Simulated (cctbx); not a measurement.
**LuNi5Ge3 with cctbx, script by script**

Library: cctbx 2025.11. The data are simulated by the first script.

## 1. Simulate the data

run.py:

```python
from cctbx import adptbx, crystal, miller, sgtbx, xray
from cctbx.array_family import flex
from iotbx.shelx import hklf
from scitbx import matrix
import scitbx.random

cs = crystal.symmetry(unit_cell=(19.098, 3.821, 6.684, 90, 90, 90), space_group_symbol='Hall: -P 2ac 2n')  # Pnma
atoms = [  # label, site, U (iso, or U11 U22 U33 U12 U13 U23 in A^2), occupancy
    ("Lu1", (0.857, 0.25, 0.623), (0.0170, 0.0170, 0.0160, 0.0000, 0.0003, 0.0000), 0.9),
    ("Ni1", (0.857, 0.25, 0.623), (0.0170, 0.0170, 0.0160, 0.0000, 0.0003, 0.0000), 0.1),
    ("Ge1", (0.5871, 0.25, 0.4073), (0.0138, 0.0214, 0.0197, 0.0000, -0.0002, 0.0000), 1),
    ("Ge2", (0.5767, 0.25, 0.8482), (0.0335, 0.0244, 0.0247, 0.0000, 0.0048, 0.0000), 1),
    ("Ge3", (0.7613, 0.25, 0.1219), (0.0178, 0.0170, 0.0147, 0.0000, -0.0007, 0.0000), 1),
    ("Ni2", (0.8833, 0.25, 0.1466), (0.0301, 0.0156, 0.0160, 0.0000, 0.0039, 0.0000), 1),
    ("Ni3", (0.7081, 0.25, 0.4241), (0.0170, 0.0200, 0.0183, 0.0000, 0.0030, 0.0000), 1),
    ("Ni4", (0.9845, 0.25, 0.8817), (0.0119, 0.0116, 0.0110, 0.0000, 0.0007, 0.0000), 0.9),
    ("Lu2", (0.9845, 0.25, 0.8817), (0.0119, 0.0116, 0.0110, 0.0000, 0.0007, 0.0000), 0.1),
    ("Ni5", (0.5034, 0.25, 0.1316), (0.0129, 0.0219, 0.0152, 0.0000, -0.0002, 0.0000), 1),
    ("Ni6", (0.6984, 0.25, 0.8165), (0.0193, 0.0263, 0.0229, 0.0000, -0.0064, 0.0000), 1),
]
xs = xray.structure(crystal_symmetry=cs)
for label, site, u, occ in atoms:
    u = adptbx.u_cif_as_u_star(cs.unit_cell(), u) if isinstance(u, tuple) else u
    xs.add_scatterer(xray.scatterer(label, site=site, u=u, occupancy=occ))
xs.set_inelastic_form_factors(1.54184, "sasaki")
xs.show_summary()
p1 = xs.expand_to_p1()
ms = miller.build_set(p1, anomalous_flag=True, d_min=0.83)
flex.set_random_seed(763689)
scitbx.random.set_random_seed(763689)
ms = ms.select(flex.random_double(ms.size()) < 0.95)
i = ms.structure_factors_from_scatterers(p1, algorithm="direct").f_calc().as_intensity_array().data()
i = i * 5000 / flex.max(i)
sig = flex.sqrt(i + flex.pow2(0.015 * i) + 8 ** 2)
noise = scitbx.random.variate(scitbx.random.normal_distribution())(i.size())
data = ms.array(data=i + sig * noise, sigmas=sig).set_observation_type_xray_intensity()
with open("data.hkl", "w") as f:
    data.export_as_shelx_hklf(f)
print("reflections written:", data.size(), " <I/sigma> = %.1f" % flex.mean(data.data() / data.sigmas()))
for h, a, b in list(data.sort("data"))[:12]:
    print("%4d%4d%4d %9.1f %7.1f" % (h + (a, b)))
```

```console
$ python run.py
```

```text
Number of scatterers: 11
At special positions: 11
Unit cell: (19.098, 3.821, 6.684, 90, 90, 90)
Space group: P n m a (No. 62)
reflections written: 3425  <I/sigma> = 3.8
   0  -2   0    5018.0   103.4
   0   2   0    4998.0   103.4
   0   0  -4    2739.9    66.3
   0   0   4    2631.9    66.3
   3  -1  -2    2108.9    53.8
   3  -1   2    2054.7    53.8
  -3  -1   2    2004.5    53.8
  -3   1   2    1987.8    53.8
  -3   1  -2    1980.6    53.8
   3   1  -2    1932.0    53.8
  -3  -1  -2    1879.8    53.8
   3   1   2    1860.6    53.8
```

It took 0.43 s on 1 thread of Arm Neoverse N1, with other jobs on the host, peak memory 0.07 GiB.

## 2. Refinement

run.py:

```python
import math
from cctbx import adptbx, crystal, maptbx, sgtbx, xray
from cctbx.array_family import flex
from cctbx.xray import observations
from iotbx.shelx import hklf
from scitbx.lstbx import normal_eqns_solving
from smtbx import absolute_structure, utils
from smtbx.refinement import constraints, least_squares

cs = crystal.symmetry(unit_cell=(19.098, 3.821, 6.684, 90, 90, 90), space_group_symbol='Hall: -P 2ac 2n')  # Pnma
atoms = [  # label, site, U (iso, or U11 U22 U33 U12 U13 U23 in A^2), occupancy
    ("Lu1", (0.857, 0.25, 0.623), 0.0200, 1),
    ("Ge1", (0.5871, 0.25, 0.4073), 0.0200, 1),
    ("Ge2", (0.5767, 0.25, 0.8482), 0.0200, 1),
    ("Ge3", (0.7613, 0.25, 0.1219), 0.0200, 1),
    ("Ni2", (0.8833, 0.25, 0.1466), 0.0200, 1),
    ("Ni3", (0.7081, 0.25, 0.4241), 0.0200, 1),
    ("Ni4", (0.9845, 0.25, 0.8817), 0.0200, 1),
    ("Ni5", (0.5034, 0.25, 0.1316), 0.0200, 1),
    ("Ni6", (0.6984, 0.25, 0.8165), 0.0200, 1),
]
xs = xray.structure(crystal_symmetry=cs)
for label, site, u, occ in atoms:
    u = adptbx.u_cif_as_u_star(cs.unit_cell(), u) if isinstance(u, tuple) else u
    xs.add_scatterer(xray.scatterer(label, site=site, u=u, occupancy=occ))
xs.set_inelastic_form_factors(1.54184, "sasaki")
xs.convert_to_anisotropic()
raw = hklf.reader(file_name="data.hkl").as_miller_arrays(crystal_symmetry=cs, anomalous=True)[0]
merged = raw.eliminate_sys_absent().merge_equivalents()
fo2 = merged.array().set_observation_type_xray_intensity()
print("Rint %.3f, %d unique reflections to %.2f A" % (merged.r_int(), fo2.size(), fo2.d_min()))
for sc in xs.scatterers():
    sc.flags.set_grad_site(True)
    sc.flags.set_grad_u_aniso(sc.flags.use_u_aniso())
    sc.flags.set_grad_u_iso(sc.flags.use_u_iso())
obs = fo2.as_xray_observations()
extra = {}
rep = constraints.reparametrisation(xs, [], utils.connectivity_table(xs), **extra)
ls = least_squares.crystallographic_ls(obs, rep, weighting_scheme=least_squares.mainstream_shelx_weighting(a=0, b=0))
print("cycle     R1     wR2    GooF  max shift (A)")
for cycle in range(12):
    ls.build_up()
    r1, wr2, goof = ls.r1_factor(cutoff_factor=2)[0], ls.wR2(), ls.goof()
    old = xs.sites_cart()
    normal_eqns_solving.levenberg_marquardt_iterations(ls, n_max_iterations=3, tau=1e-06, step_threshold=1e-7)
    big = flex.max((xs.sites_cart() - old).norms())
    print("%4d %7.4f %7.4f %7.3f %9.5f" % (cycle + 1, r1, wr2, goof, big))
    ls.build_up(objective_only=True)
    if abs(ls.wR2() - wr2) < 5e-5 and big < 5e-4:
        break
ls.build_up()
print("final R1 %.4f wR2 %.4f GooF %.3f  parameters %d  data/parameter %.1f" % (ls.r1_factor(cutoff_factor=2)[0], ls.wR2(), ls.goof(), ls.n_parameters, fo2.size() / ls.n_parameters))
cov = ls.covariance_matrix_and_annotations()
su = dict(zip(cov.annotations, (math.sqrt(max(v, 0)) for v in cov.matrix.matrix_packed_u_diagonal())))
a2 = cs.unit_cell().reciprocal_parameters()[0] ** -2
print("atom        x        y        z      Ueq    occ   su(xyz)  su(Uiso or U11)")
for sc in xs.scatterers():
    s = max(su.get(sc.label + k, 0) for k in (".x", ".y", ".z"))
    npd = "" if sc.is_positive_definite_u(cs.unit_cell()) else "  NPD"
    print("%-5s %8.5f %8.5f %8.5f %8.4f %6.3f %8.5f %7.4f%s" % ((sc.label,) + sc.site + (sc.u_iso_or_equiv(cs.unit_cell()), sc.occupancy, s, su.get(sc.label + ".uiso", su.get(sc.label + ".u11", 0) * a2), npd)))
fo = fo2.f_sq_as_f()
fc = fo.structure_factors_from_scatterers(xs, algorithm="direct").f_calc()
diff = fo.f_obs_minus_f_calc(1 / math.sqrt(ls.scale_factor()), fc).average_bijvoet_mates()
m = diff.fft_map(symmetry_flags=maptbx.use_space_group_symmetry, resolution_factor=0.25).apply_volume_scaling()
print("difference map: max %.2f min %.2f rms %.2f" % (m.statistics().max(), m.statistics().min(), m.statistics().sigma()))
peaks = m.peak_search(parameters=maptbx.peak_search_parameters(min_distance_sym_equiv=0.6, max_clusters=6)).all()
near = xs.closest_distances(peaks.sites(), distance_cutoff=4)
sps = cs.special_position_settings(min_distance_sym_equiv=0.5)
for k, (x, h) in enumerate(zip(peaks.sites(), peaks.heights())):
    ss = sps.site_symmetry(x)
    print("Q%-3d %7.4f %7.4f %7.4f %4d %7.2f  %.2f A from %s" % ((k + 1,) + tuple(t % 1 for t in ss.exact_site()) + (ss.multiplicity(), h, near.smallest_distances[k], xs.scatterers()[near.i_seqs[k]].label)))
```

```console
$ python run.py
```

```text
Rint 0.105, 521 unique reflections to 0.83 A
cycle     R1     wR2    GooF  max shift (A)
   1  0.0908  0.1570   2.607   0.01034
   2  0.0421  0.0774   1.285   0.00008
final R1 0.0422 wR2 0.0774 GooF 1.285  parameters 54  data/parameter 9.6
atom        x        y        z      Ueq    occ   su(xyz)  su(Uiso or U11)
Lu1    0.85704  0.25000  0.62253   0.0198  1.000  0.00037  0.0007
Ge1    0.58741  0.25000  0.40794   0.0153  1.000  0.00059  0.0015
Ge2    0.57676  0.25000  0.84975   0.0259  1.000  0.00074  0.0017
Ge3    0.76142  0.25000  0.12241   0.0145  1.000  0.00055  0.0014
Ni2    0.88355  0.25000  0.14572   0.0198  1.000  0.00102  0.0023
Ni3    0.70825  0.25000  0.42310   0.0174  1.000  0.00071  0.0024
Ni4    0.98472  0.25000  0.88192  -0.0040  1.000  0.00095  0.0016  NPD
Ni5    0.50338  0.25000  0.13113   0.0158  1.000  0.00131  0.0021
Ni6    0.69872  0.25000  0.81615   0.0198  1.000  0.00074  0.0024
difference map: max 4.73 min -4.20 rms 0.91
Q1    0.0373  0.7500  0.0698    4    4.95  0.53 A from Ni4
Q2    0.0127  0.2500  0.8633    4    4.30  0.55 A from Ni4
Q3    0.2430  0.2500  0.4658    4    3.83  0.69 A from Ge3
Q4    0.0055  0.2500  0.1666    4    3.72  1.35 A from Ni5
Q5    0.1050  0.7500  0.2493    4    3.00  1.12 A from Lu1
Q6    0.0094  0.5685  0.5725    8    2.84  0.83 A from Ni5
```

Time: 0.6 s.

This run holds a fault made on purpose: disorder ignored: each site full, of its main element.

## 3. Refinement (occupancies of the disordered sites free, main element alone)

run.py, as its changes from the last script of this kind:

```diff
@@ -12,9 +12,9 @@
-    ("Lu1", (0.857, 0.25, 0.623), 0.0200, 1),
-    ("Ge1", (0.5871, 0.25, 0.4073), 0.0200, 1),
-    ("Ge2", (0.5767, 0.25, 0.8482), 0.0200, 1),
-    ("Ge3", (0.7613, 0.25, 0.1219), 0.0200, 1),
-    ("Ni2", (0.8833, 0.25, 0.1466), 0.0200, 1),
-    ("Ni3", (0.7081, 0.25, 0.4241), 0.0200, 1),
-    ("Ni4", (0.9845, 0.25, 0.8817), 0.0200, 1),
-    ("Ni5", (0.5034, 0.25, 0.1316), 0.0200, 1),
-    ("Ni6", (0.6984, 0.25, 0.8165), 0.0200, 1),
+    ("Lu1", (0.85704, 0.25, 0.62253), 0.0120, 1),
+    ("Ge1", (0.58741, 0.25, 0.40794), 0.0120, 1),
+    ("Ge2", (0.57676, 0.25, 0.84975), 0.0120, 1),
+    ("Ge3", (0.76142, 0.25, 0.12241), 0.0120, 1),
+    ("Ni2", (0.88355, 0.25, 0.14572), 0.0120, 1),
+    ("Ni3", (0.70825, 0.25, 0.4231), 0.0120, 1),
+    ("Ni4", (0.98472, 0.25, 0.88192), 0.0120, 1),
+    ("Ni5", (0.50338, 0.25, 0.13113), 0.0120, 1),
+    ("Ni6", (0.69872, 0.25, 0.81615), 0.0120, 1),
@@ -35,0 +36 @@
+    sc.flags.set_grad_occupancy(sc.label in ('Lu1', 'Ni4'))
@@ -41 +42 @@
-for cycle in range(12):
+for cycle in range(20):
@@ -60,0 +62,2 @@
+print("su of occupancy Lu1: %.3f" % su["Lu1.occ"])
+print("su of occupancy Ni4: %.3f" % su["Ni4.occ"])
```

```console
$ python run.py
```

```text
Rint 0.105, 521 unique reflections to 0.83 A
cycle     R1     wR2    GooF  max shift (A)
   1  0.0994  0.1772   2.949   0.00149
   2  0.0392  0.0708   1.179   0.00119
   3  0.0372  0.0661   1.100   0.00094
   4  0.0358  0.0633   1.053   0.00071
   5  0.0350  0.0616   1.025   0.00053
   6  0.0344  0.0604   1.006   0.00040
   7  0.0339  0.0596   0.992   0.00030
   8  0.0336  0.0590   0.982   0.00023
   9  0.0334  0.0585   0.974   0.00018
  10  0.0331  0.0582   0.968   0.00015
  11  0.0329  0.0579   0.963   0.00012
  12  0.0328  0.0576   0.959   0.00011
  13  0.0327  0.0574   0.955   0.00010
  14  0.0326  0.0572   0.953   0.00009
  15  0.0325  0.0571   0.950   0.00008
  16  0.0324  0.0570   0.948   0.00008
  17  0.0324  0.0569   0.947   0.00007
  18  0.0323  0.0568   0.946   0.00006
  19  0.0322  0.0567   0.944   0.00006
  20  0.0322  0.0567   0.944   0.00005
final R1 0.0322 wR2 0.0566 GooF 0.943  parameters 56  data/parameter 9.3
atom        x        y        z      Ueq    occ   su(xyz)  su(Uiso or U11)
Lu1    0.85706  0.25000  0.62252   0.0167  0.932  0.00027  0.0006
Ge1    0.58731  0.25000  0.40833   0.0173  1.000  0.00044  0.0011
Ge2    0.57664  0.25000  0.84918   0.0273  1.000  0.00053  0.0013
Ge3    0.76144  0.25000  0.12243   0.0163  1.000  0.00041  0.0011
Ni2    0.88324  0.25000  0.14560   0.0214  1.000  0.00074  0.0017
Ni3    0.70813  0.25000  0.42323   0.0189  1.000  0.00052  0.0018
Ni4    0.98462  0.25000  0.88225   0.0070  1.162  0.00070  0.0014
Ni5    0.50364  0.25000  0.13043   0.0186  1.000  0.00100  0.0015
Ni6    0.69872  0.25000  0.81553   0.0224  1.000  0.00055  0.0018
su of occupancy Lu1: 0.007
su of occupancy Ni4: 0.013
difference map: max 3.75 min -3.61 rms 0.80
Q1    0.0061  0.2500  0.1700    4    3.89  1.33 A from Ni5
Q2    0.1065  0.7500  0.2531    4    3.40  1.08 A from Lu1
Q3    0.0338  0.7500  0.4412    4    3.35  1.45 A from Ni5
Q4    0.2413  0.2500  0.4714    4    3.18  0.74 A from Ge3
Q5    0.0243  0.2500  0.5044    4    3.14  0.98 A from Ni5
Q6    0.0559  0.7500  0.0405    4    2.96  0.93 A from Ni4
```

It took 1.5 s on 1 thread of Arm Neoverse N1, on a shared host, peak memory 0.09 GiB.

[Logs are printed without paths, hosts, clocks, repeated set-up lines and the standing remarks that a program may print on its own settings, such as how far it seeks lower states.]
